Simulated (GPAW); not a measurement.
# The Mg K excitation threshold of MgV2O6 (C2/m) under uniform strain

For each volume the threshold was computed as E(hole) − E(ground) plus the lowest empty eigenvalue of the hole cell (GPAW, LDA, 18-atom cell, total energies on 3×2×2 k points, the eigenvalue on 4×3×3, hole spin-polarised). The values are raw; only their change is used. The threshold is the spectrum's zero, where absorption may be weak, not the visible edge.

| volume | ln(V/V₀) | threshold (eV) |
| --- | --- | --- |
| V × 0.94 | -0.06188 | 1295.033 |
| V × 0.97 | -0.03046 | 1295.070 |
| V × 1 | +0.00000 | 1295.111 |
| V × 1.03 | +0.02956 | ? |

Question: Fit a straight line in ln(V/V₀), give its slope, and predict the threshold at V × 1.03.

The means of the given rows are x̄ = -0.03078 and Ē = 1295.071 eV. Σ(x − x̄)(E − Ē) = 0.002413 and Σ(x − x̄)² = 0.001915, so the slope is +1.26 eV, and the line passes the given rows within 0.002 eV. At x = +0.02956 it gives 1295.071 + (+1.26) × (+0.06034) = 1295.147 eV. The run gives 1295.154 eV, a miss of -0.007 eV over a total move of +0.121 eV. The slope is the clamped-ion volume deformation potential of the lowest empty level of the hole cell on this mesh (the hole may pull it below the band edge) against the Mg 1s level, with the hole's relaxation included: the threshold rises by 0.013 eV for 1 % of expansion. The charged cell's image error also scales with the cell's size and isn't taken out.

[Hosts, paths, dates, database ids (printed as entryN), source tags and the programs' standing remarks are cut or masked in the printed files.]

[Lists of maxima count a maximum above −3 eV only where it reaches 4 % of the highest in the window and stands out from its surroundings by 2 % of it (1.5 % where it reaches 55 %); shoulders and weaker maxima are passed over, and of the rest the first, up to two pre-edge ones and the few strongest are named.]
